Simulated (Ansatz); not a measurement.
**Starting-point dependence of the GW gap of CsPbCl3 (Pm-3m)**

How much of the starting functional survives in the G0W0 gap of CsPbCl3 (Pm-3m)?

Calculated with Ansatz 0.2.0; G0W0 on several functionals, plane waves, PAW.

In doubt: masses and optical values from hybrid runs of this build are listed as unsure (steps 3, 4), which bears on the screening that GW takes from such a start.

**1. The starting structure**

The structure is cubic, space group Pm-3m (No. 221). The conventional cell has a = 5.605 Å, b = 5.605 Å, c = 5.605 Å, α = 90.00°, β = 90.00°, γ = 90.00°. Nearest to Cs lie 12 Cl at 3.96 Å. Pb has 6 Cl at 2.80 Å nearest. Nearest to Cl lie 2 Pb at 2.80 Å and 4 Cs at 3.96 Å. Farther neighbours and most contacts between anions are not listed.

The cell and positions come from the Crystallography Open Database and are kept as given unless a step says otherwise. Spin-orbit coupling is left out unless a step names it. The default PAW set here is soft_2. Its files were made with PBE.

**2. G0W0 on PBE**

Now the one-shot GW correction: screening in the RPA, then the self-energy of the levels asked for.

This step: G0W0 on PBE, plane waves, PAW.

input.yaml reads:

```yaml
crystal:
  lattice:
    - [5.605, 0.0, 0.0]
    - [0.0, 5.605, 0.0]
    - [0.0, 0.0, 5.605]
  atoms:
    - { symbol: Cs, position: [0.0, 0.0, 0.0] }
    - { symbol: Pb, position: [0.5, 0.5, 0.5] }
    - { symbol: Cl, position: [0.5, 0.5, 0.0] }
    - { symbol: Cl, position: [0.0, 0.5, 0.5] }
    - { symbol: Cl, position: [0.5, 0.0, 0.5] }
kpoints:
  mp_grid: { grid: [4, 4, 4] }
hamiltonian:
  xc: pbe
scf:
  occupations: { method: fixed }
gw:
  n_empty_bands: 1047
  ecut_chi: 190.0
  qp_bands: [v2, c2]
  qp_kpoints: band_edges
  screening: { model: contour_deformation }
```

Command:

```
> ansatz run input.yaml --threads 3 --pin off --max-ram 64512MiB --backend cuda --events-out ev --progress --plain --runs-dir out --devices 1 --max-vram 24GiB  # rebuilt from the run's record
```

Numbers of over 12 decimals in the logs are rounded to 6 here.

Output:

```text
GPUs: using 1 of 1 available (devices: 1).
Engine: ansatz 0.2.0, x86_64-unknown-linux-gnu
Pseudopotentials: kind: paw
Pseudopotential: Cs, paw, valence charge 9, recommended cutoff 420 eV (normal), Cs.paw.azcp
Pseudopotential: Pb, paw, valence charge 14, recommended cutoff 420 eV (normal), Pb.paw.azcp
Pseudopotential: Cl, paw, valence charge 7, recommended cutoff 420 eV (normal), Cl.paw.azcp
Functional definition: PBE
  parameter kappa = 0.804
  parameter beta = 0.066725
  exchange = pbe_x(kappa = kappa, mu = beta*pi^2/3)
  correlation = pbe_c(beta = beta)
device memory: the entry about to start is reckoned to put 1.1 GiB on a device that reports 65.4 GiB free (of which the cap on the GPU budget leaves the run 24.0 GiB)
GPU FFT provider: cuFFT
GPU libraries: cuBLAS 13.8.2, cuFFT 12.4.0, cuSOLVER 12.3.4
Crystal: 5 atoms, lattice volume = 176.087 Å³
Basis set: ecut = 420 eV, 3407 PW (Γ)
Bands: 27, of which v1, the nominal top of the filled ones, is band 22 counted from 1 (21 counted from 0)
Symmetry: 48 space group operations
Space group: Pm-3m (ITA 221), of the structure as read, at distance tolerance 5.6e-5 Å
k-points: 10 of 64
Non-local potential: Cs, projectors of the file, l = 0: 3, l = 1: 2, l = 2: 2, l = 3: 2
Non-local potential: Pb, projectors of the file, l = 0: 2, l = 1: 2, l = 2: 2, l = 3: 2
Non-local potential: Cl, projectors of the file, l = 0: 2, l = 1: 2, l = 2: 2
PAW form: soft (Blöchl's): semilocal exchange-correlation on the pseudo side does not see the compensation charge
PAW one-centre angular grid: Cs, 194 points (default); XC on 64 Gauss nodes
PAW one-centre angular grid: Pb, 590 points (default); XC on 64 Gauss nodes
PAW one-centre angular grid: Cl, 110 points (default); XC on 64 Gauss nodes
Initial density: superposition of atomic densities (neutral atoms: chi_scale 0, normalization atom), corrected by the library's trained network
Initial wavefunctions: pseudopotential atomic-orbital guess
GPU buffer pool allocated for 64000 grid points (all kernels)
GPU transforms: local potential and band sums: pruned to the plane-wave sphere, on 40×40×40
Functional: x = pbe(κ = 0.804, μ = 0.219515), c = pbe(β = 0.066725)
SCF iter   1: F=—  HF=-20823.255651 eV  |F-HF|=—  |Δ(HF+E_count)|=         —  Δρ=4.97e-4  dr2=5.52e-4  ethr=1.77e-3  ⟨swp⟩=4.7  Hψ=1124  notcnv=0  defer=24
preconditioner: auto → Resta (q_TF=auto, 2.165 Å⁻¹)  ε∞=2.9  [insulator: Δε(μ)=1.936 eV  Ē_g=13.257 eV  n_scr=26 (ndim 8)  ℏωp=18.1 eV  f_vac=0.062  ε∞_Penn≈2.9]
SCF iter   2: F=—  HF=-20823.254605 eV  |F-HF|=—  |Δ(HF+E_count)|=   1.05e-3  Δρ=2.56e-4  dr2=1.32e-4  ethr=1.25e-6  ⟨swp⟩=2.8  Hψ=688  notcnv=0  defer=29
SCF iter   3: F=—  HF=-20823.254631 eV  |F-HF|=—  |Δ(HF+E_count)|=   2.59e-5  Δρ=8.87e-5  dr2=9.47e-6  ethr=2.99e-7  ⟨swp⟩=2.0  Hψ=479  notcnv=0  defer=29
SCF iter   4: F=—  HF=-20823.254645 eV  |F-HF|=—  |Δ(HF+E_count)|=   1.41e-5  Δρ=3.14e-5  dr2=1.50e-6  ethr=2.15e-8  ⟨swp⟩=2.5  Hψ=443  notcnv=0  defer=24
iter 5 did not close the SCF: its close was put off for the readings that it lacked (scf_convergence_deferred on its scf_iter line)
SCF iter   5: F=-20823.254648 eV  HF=-20823.254648 eV  |F-HF|=5.55e-8  |Δ(HF+E_count)|=   3.05e-6  Δρ=5.16e-6  dr2=4.10e-8  ethr=3.42e-9  ⟨swp⟩=2.2  Hψ=449  notcnv=0  defer=25
SCF iter   6: F=-20823.254648 eV  HF=-20823.254648 eV  |F-HF|=7.53e-10  |Δ(HF+E_count)|=   7.23e-8  Δρ=6.17e-7  dr2=1.23e-9  ethr=9.31e-11  ⟨swp⟩=8.7  Hψ=1335  notcnv=0
SCF 1 converged in 6 iterations: F = -20823.254648 eV  dr2 = 1.23e-9
  greatest PAW one-centre occupation: 0.983 electrons in one spin orbital (limit 2), on the Pb atom at site 1 (counted from 0), in its partial waves of l = 2
device memory: the entry about to start is reckoned to put 1.2 GiB (of the 1.3 GiB reckoned in all, the device holds 0.1 GiB already) on a device that reports 65.3 GiB free (of which the cap on the GPU budget leaves the run 23.9 GiB)
NSCF: frozen V_eff on 10 k-points, pencils in batches of 32, up to order 108
the band table was solved once the SCF had ended and its energy, with any forces and stress, was formed, with the checks that follow a solve (1280 applications of the Hamiltonian). They found nothing against the state; the energy, forces and stress were not computed again (output.eigenvalues in the input reference)
device memory: the entry about to start is reckoned to put 7.3 GiB on a device that reports 65.4 GiB free (of which the cap on the GPU budget leaves the run 24.0 GiB)
NSCF: frozen V_eff on 10 k-points
G₀W₀ screening: q 1/10
[... further progress lines ...]
SCF converged after 6 iterations
Free energy (F): -20823.254648 eV
Harris-Foulkes:  -20823.254648 eV  (|F-HF|=7.53e-10)
Internal energy: -20823.254648 eV  (E = F + TS)
E sigma→0 (E₀):  -20823.254648 eV
Fermi energy:    4.122120 eV
--- Per-component energies (eV) ---
  E_band       = -234.020814
  E_kinetic    = 913.644724
  E_local      = -2668.271888  (includes V_loc(G=0)·N_el)
  E_nonlocal   = 465.775363
  E_hartree    = 1011.037087
  E_xc         = -718.582255
  E_vxc        = -627.253690  (∫ρ·V_xc dr)
  E_paw        = -17446.658693  (= ΣΔE_a)
  E_vpaw       = -339.988961  (= ΣTr[D̂ρ^β])
  E_aug_tail   = 0.000317  (compensation charges beyond the density's cutoff)
  E_ewald      = -2380.199303
  E_smearing   = -0.000000  (= −TS)
  E_closure    = 0.000000  (closes the sum)
  Σ components = -20823.254648   (vs F -20823.254648, Δ=0.00e0)
--- Band table (eV; the first three rows and the last of 10) ---
  k-point 0: bands = [... 18 lower, 1.4707, 1.5782, 1.5782, 1.5782, 7.4574, 8.3927, 8.3927, 9.3016, ... 1 higher]
  k-point 1: bands = [... 18 lower, 1.4216, 1.5234, 1.5234, 1.6772, 7.9622, 8.7426, 8.7971, 8.9438, ... 1 higher]
  k-point 2: bands = [... 18 lower, 1.3729, 1.4678, 1.4678, 2.4264, 7.1389, 8.7953, 9.3025, 9.4428, ... 1 higher]
  k-point 9: bands = [... 18 lower, 1.8981, 1.8981, 1.8981, 4.1221, 6.0485, 6.0485, 6.0485, 9.2141, ... 1 higher]
--- G₀W₀: contour deformation, 7 samples at zero and on the imaginary axis and 2 off it, 64 q-points, 1047 empty bands' worth ---
  eigenvalues of the whole cell's RPA ε∞ on this k-mesh (on a slab, of 1 + 4πα/V) = 4.3450, 4.3450, 4.3450; static W/v taken at q = 0 is 0.230150
  bands read: the sum over 1069 bands ends inside a degenerate multiplet in 2 slots, whose members it reads at an even weight; the widest, k=0: bands 1069 to 1071 (counted from 1) at 1/3 each
  gw.qp_kpoints: band_edges: 3 of 10 stored k-points solved, in 1 pass; an edge of the gap read off the rows below is read off those points alone
    valence top: of the k-points left out ik 5 came nearest to being solved in a further pass, in band 22 (counted from 1, as in the quasiparticle table): it holds the edge there only if its correction is more favourable than any solved in that band by at least 0.820 eV; those differ by 0.422 eV
    conduction bottom: of the k-points left out ik 7 came nearest to being solved in a further pass, in band 23 (counted from 1, as in the quasiparticle table): it holds the edge there only if its correction is more favourable than any solved in that band by at least 0.453 eV; those differ by 0.123 eV
    ik  band        ε_KS         Σx   Σc(E_QP)       V_xc       Z   E_QP_lin       E_QP  E_QP is
     0    21      1.5782   -20.6410     2.9844   -16.2537  0.7372     0.1132     0.1754  root
     0    22      1.5782   -20.6410     2.9844   -16.2537  0.7372     0.1132     0.1754  root
     0    23      7.4574    -3.7535    -3.3780    -7.3996  0.8306     7.7267     7.7255  root
     0    24      8.3927    -3.4999    -3.3367    -7.2780  0.8305     8.8374     8.8341  root
     8    21      1.8931   -20.8856     2.9519   -16.5123  0.7403     0.4096     0.4716  root
     8    22      3.5042   -20.1007     0.9576   -18.1189  0.7710     2.4589     2.4799  root
     8    23      6.3381    -8.3842    -3.4555   -12.2310  0.8001     6.7321     6.7295  root
     8    24      6.3381    -8.3842    -3.4555   -12.2310  0.8001     6.7321     6.7295  root
     9    21      1.8981   -20.9020     2.9512   -16.5297  0.7404     0.4150     0.4770  root
     9    22      4.1221   -20.3994     0.6709   -18.7474  0.7750     3.1234     3.1410  root
     9    23      6.0485    -7.8986    -3.4117   -11.6788  0.8042     6.4193     6.4170  root
     9    24      6.0485    -7.8986    -3.4117   -11.6788  0.8042     6.4193     6.4170  root
```

Wall time 39 s (1 × NVIDIA H100 80GB HBM3 (shared by 3 runs) with 3 threads of AMD EPYC 7R13 (Zen 3), shared host); peak memory 3.8 GiB.

The column dr2 measures how far the density is from self-consistency, as an energy; F and HF (Harris–Foulkes) agree once it is small.

Numbers from this step:

```yaml
bands_summed: 1069
rpa_eps_infinity_on_this_mesh_eigenvalues: 4.345, 4.345, 4.345
plane_waves_in_the_screening_matrix: 1021
q_points_in_the_mesh: 64
g0w0_gap_on_the_mesh: 3.276 eV
k_of_the_valence_top: -0.5, -0.5, -0.5
k_of_the_conduction_bottom: -0.5, -0.5, -0.5
starting_gap_on_the_mesh: 1.926 eV
z_at_the_valence_top: 0.7750
z_at_the_conduction_bottom: 0.8042
least_direct_g0w0_gap_on_the_computed_points: 3.276 eV
```

The gap on the mesh goes from 1.93 eV to 3.28 eV, a correction of +1.35 eV. Between the two edge states, bare exchange in place of the xc potential would open the gap by 5.43 eV, and correlation takes back 4.08 eV.

**3. G0W0 on HSE06**

The same correction from a different start measures what one shot leaves open.

This step: G0W0 on HSE06, plane waves, PAW.

input.yaml, as its differences from that of step 2:

```diff
@@ -14,3 +14,3 @@
 hamiltonian:
-  xc: pbe
+  xc: hse06
 scf:
```

Output:

```text
GPUs: using 1 of 1 available (devices: 1).
[...]
davidson cushion auto → on  (no smearing: the cushion is to keep the highest requested band from converging to the state above it; pin scf.eigensolver.cushion to override)
[...]
GPU FFT provider: cuFFT
GPU libraries: cuBLAS 13.8.2, cuFFT 12.4.0, cuSOLVER 12.3.4
Crystal: 5 atoms, lattice volume = 176.087 Å³
Basis set: ecut = 420 eV, 3407 PW (Γ)
Bands: 27, of which v1, the nominal top of the filled ones, is band 22 counted from 1 (21 counted from 0)
[... 1 set-up line as in the run before ...]
[...]
k-points: 10 of 64
[...]
GPU buffer pool allocated for 64000 grid points (all kernels)
[...]
SCF iter   1: F=—  HF=-20823.249952 eV  |F-HF|=—  |Δ(HF+E_count)|=         —  Δρ=5.42e-4  dr2=3.81e-4  ethr=1.77e-3  ⟨swp⟩=14.2  Hψ=1309  notcnv=0
[...]
SCF iter   2: F=-20823.252450 eV  HF=-20823.252412 eV  |F-HF|=3.79e-5  |Δ(HF+E_count)|=   2.46e-3  Δρ=1.88e-4  dr2=4.69e-5  ethr=8.66e-7  ⟨swp⟩=8.2  Hψ=1370  notcnv=0  defer=39
SCF 1 stopped early in 2 iterations: F = -20823.252450 eV  dr2 = 4.69e-5
[...]
GPU FFT provider: cuFFT
GPU libraries: cuBLAS 13.8.2, cuFFT 12.4.0, cuSOLVER 12.3.4
[...]
GPU buffer pool allocated for 64000 grid points (all kernels)
[...]
Free energy (F): -20833.958112 eV
Frozen-core exchange: fock
[...]
Internal energy: -20833.958112 eV  (E = F + TS)
E sigma→0 (E₀):  -20833.958112 eV
Fermi energy:    3.714982 eV
[...]
--- Band table (eV; the first three rows and the last of 10) ---
  k-point 0: bands = [... 18 lower, 0.4674, 0.6039, 0.6039, 0.6039, 7.7666, 8.7125]
  k-point 1: bands = [... 18 lower, 0.4173, 0.5426, 0.5426, 0.8045, 8.2902, 9.1069]
  k-point 2: bands = [... 18 lower, 0.3667, 0.4805, 0.4805, 1.7453, 7.4625, 9.1538]
  k-point 9: bands = [... 18 lower, 0.9305, 0.9305, 0.9305, 3.7150, 6.3139, 6.3139]
  guard bands above this table: 3 of the run's 27 bands. The solve was not asked for them (output.publish_guard_bands: true or output.eigenvalues: true publishes all)
[...]
0    21      0.6039   -20.6657     2.5046   -17.2690  0.7735    -0.3027    -0.2881  root
     0    22      0.6039   -20.6657     2.5046   -17.2690  0.7735    -0.3027    -0.2881  root
     0    23      7.7666    -3.6466    -3.1818    -7.0094  0.8548     7.9480     7.9476  root
     0    24      8.7125    -3.3294    -3.1082    -6.7623  0.8554     9.0383     9.0372  root
     8    21      0.9257   -20.8848     2.4815   -17.4919  0.7760    -0.0000     0.0144  root
     8    22      3.0281   -20.0805     0.7060   -18.5817  0.8039     2.2276     2.2353  root
     8    23      6.6147    -8.0865    -3.3067   -11.7284  0.8280     6.9513     6.9500  root
     8    24      6.6147    -8.0865    -3.3067   -11.7284  0.8280     6.9513     6.9500  root
     9    21      0.9305   -20.8985     2.4811   -17.5065  0.7760     0.0053     0.0197  root
     9    22      3.7150   -20.3744     0.4623   -19.1215  0.8074     2.9174     2.9245  root
     9    23      6.3139    -7.6498    -3.2633   -11.2308  0.8313     6.6327     6.6315  root
     9    24      6.3139    -7.6498    -3.2633   -11.2308  0.8313     6.6327     6.6315  root
```

Elapsed: 1.9 min, on 1 × NVIDIA H100 80GB HBM3 (shared by 3 runs) with 3 threads; peak memory 3.8 GiB.

Numbers from this step:

* bands summed: 1069
* RPA ε∞ on this mesh (eigenvalues): 3.446, 3.446, 3.446
* plane waves in the screening matrix: 1021
* q-points in the mesh: 64
* G0W0 gap on the mesh: 3.707 eV
* k of the valence top: -0.5, -0.5, -0.5
* k of the conduction bottom: -0.5, -0.5, -0.5
* starting gap on the mesh: 2.599 eV
* Z at the valence top: 0.8074
* Z at the conduction bottom: 0.8313
* least direct G0W0 gap on the computed points: 3.707 eV

Against the run with 4×4×4 mesh, 1047 empty bands, screening to 190 eV on PBE, the gap moves by +0.43 eV, while the start moved by +0.67 eV.

**4. G0W0 on PBE0**

This step: G0W0 on PBE0, plane waves, PAW.

input.yaml, as its differences from that of step 3:

```diff
@@ -14,3 +14,3 @@
 hamiltonian:
-  xc: hse06
+  xc: pbe0
 scf:
```

Output:

```text
GPUs: using 1 of 1 available (devices: 1).
[...]
GPU FFT provider: cuFFT
GPU libraries: cuBLAS 13.8.2, cuFFT 12.4.0, cuSOLVER 12.3.4
Crystal: 5 atoms, lattice volume = 176.087 Å³
Basis set: ecut = 420 eV, 3407 PW (Γ)
Bands: 27, of which v1, the nominal top of the filled ones, is band 22 counted from 1 (21 counted from 0)
[... 1 set-up line as in the run before ...]
[...]
k-points: 10 of 64
[...]
8    23      6.9429    -8.0671    -3.2031   -11.3815  0.8414     7.0543     7.0542  root
     8    24      6.9429    -8.0671    -3.2031   -11.3815  0.8414     7.0543     7.0542  root
     9    21      0.5359   -20.8986     2.3099   -17.9044  0.7925    -0.1546    -0.1484  root
     9    22      3.3904   -20.3799     0.3749   -19.4329  0.8215     2.8155     2.8183  root
     9    23      6.6373    -7.6351    -3.1618   -10.8929  0.8444     6.7335     6.7334  root
     9    24      6.6373    -7.6351    -3.1618   -10.8929  0.8444     6.7335     6.7334  root
[key lines of the parts left out:]
Free energy (F): -20830.562860 eV
Fermi energy:    3.390430 eV
```

Elapsed: 1.9 min, on 1 × NVIDIA H100 80GB HBM3 (shared by 3 runs) with 3 threads; peak memory 3.8 GiB; 2.4 min of CPU time.

Numbers from this step:

```
bands summed                                 : 1069
RPA ε∞ on this mesh (eigenvalues)            : 3.137, 3.137, 3.137
plane waves in the screening matrix          : 1021
G0W0 gap on the mesh                         : 3.915 eV
k of the valence top                         : -0.5, -0.5, -0.5
k of the conduction bottom                   : -0.5, -0.5, -0.5
starting gap on the mesh                     : 3.247 eV
least direct G0W0 gap on the computed points : 3.915 eV
```

Against the run with 4×4×4 mesh, 1047 empty bands, screening to 190 eV on HSE06, the gap moves by +0.21 eV, while the start moved by +0.65 eV.

**5. The starts together**

All on the 4×4×4 mesh with 1047 empty bands and screening to 190 eV. Times are wall times on 1 × NVIDIA H100 80GB HBM3 (shared by 3 runs) with 3 threads of AMD EPYC 7R13 (Zen 3), shared host, good to a factor of about two.

```csv
start,starting gap (eV),shift (eV),G0W0 gap (eV),RPA ε∞ (harmonic mean),"Z (valence, conduction)",time
PBE,1.93,+1.35,3.28,4.35,"0.78, 0.80",39 s
HSE06,2.60,+1.11,3.71,3.45,"0.81, 0.83",1.9 min
PBE0,3.25,+0.67,3.92,3.14,"0.82, 0.84",1.9 min
```

How the two edges are built up, in eV (the quasiparticle level is the starting level plus Σx plus Σc less Vxc):

```csv
run,edge,start,Σx,Σc,Vxc,Z,QP
PBE,valence top,4.12,-20.40,0.67,-18.75,0.78,3.14
PBE,conduction bottom,6.05,-7.90,-3.41,-11.68,0.80,6.42
HSE06,valence top,3.71,-20.37,0.46,-19.12,0.81,2.92
HSE06,conduction bottom,6.31,-7.65,-3.26,-11.23,0.83,6.63
PBE0,valence top,3.39,-20.38,0.37,-19.43,0.82,2.82
PBE0,conduction bottom,6.64,-7.64,-3.16,-10.89,0.84,6.73
```

For a hybrid start, Vxc holds its share of exact exchange.

**6. Outcome**

```
G0W0@PBE     : 3.28 eV (start 1.93 eV)
G0W0@HSE06   : 3.71 eV (start 2.60 eV)
G0W0@PBE0    : 3.92 eV (start 3.25 eV)
known limits : not at the basis limit; no spin-orbit coupling
```

What this shows: The starting gaps span 1.32 eV and the G0W0 gaps 0.64 eV. Between PBE and PBE0, 0.64 eV of the 1.32 eV survives, 48 %. PBE0 screens less than PBE (ε∞ 3.14 against 4.35). Of the 0.64 eV by which its G0W0 gap is higher, the correlation part gives +0.55 eV, and exchange with the one-particle terms, which follow the orbitals, +0.09 eV. The smallest correction, +0.67 eV, is on PBE0, the start nearest to reproducing itself. Bands and cutoff are finite, so the gap is not at the basis limit. The miss can reach some tenths of an eV and take either sign; the mesh is an error of its own. The program warns that the mesh is coarse for exact exchange, which bears on the hybrid start's gap. Where an edge is built on 6p states of lead, bismuth or thallium, scalar-relativistic gaps usually stand too wide, by a few tenths to over one eV. This is the ideal cubic cell; many perovskites, halides above all, are cubic only on average, and local tilts or off-centring can widen the gap. The many-body steps are scalar-relativistic: spin-orbit coupling is not in them.

[Paths, hosts, dates, memory and timing lines, banners, echoed tables and standing remarks are left out of the program output.]

[Logs are printed without paths, hosts, clocks, repeated set-up lines and the standing remarks that a program may print on its own settings, such as how far it seeks lower states.]

[Runs of the session that timed out or met a known fault of the program may be left out.]

[Cells called generated may have been cut or substituted from an entry of the Crystallography Open Database or the Materials Project.]

[Hosts, paths, dates, database ids (printed as entryN), source tags and the programs' standing remarks are cut or masked in the printed files.]
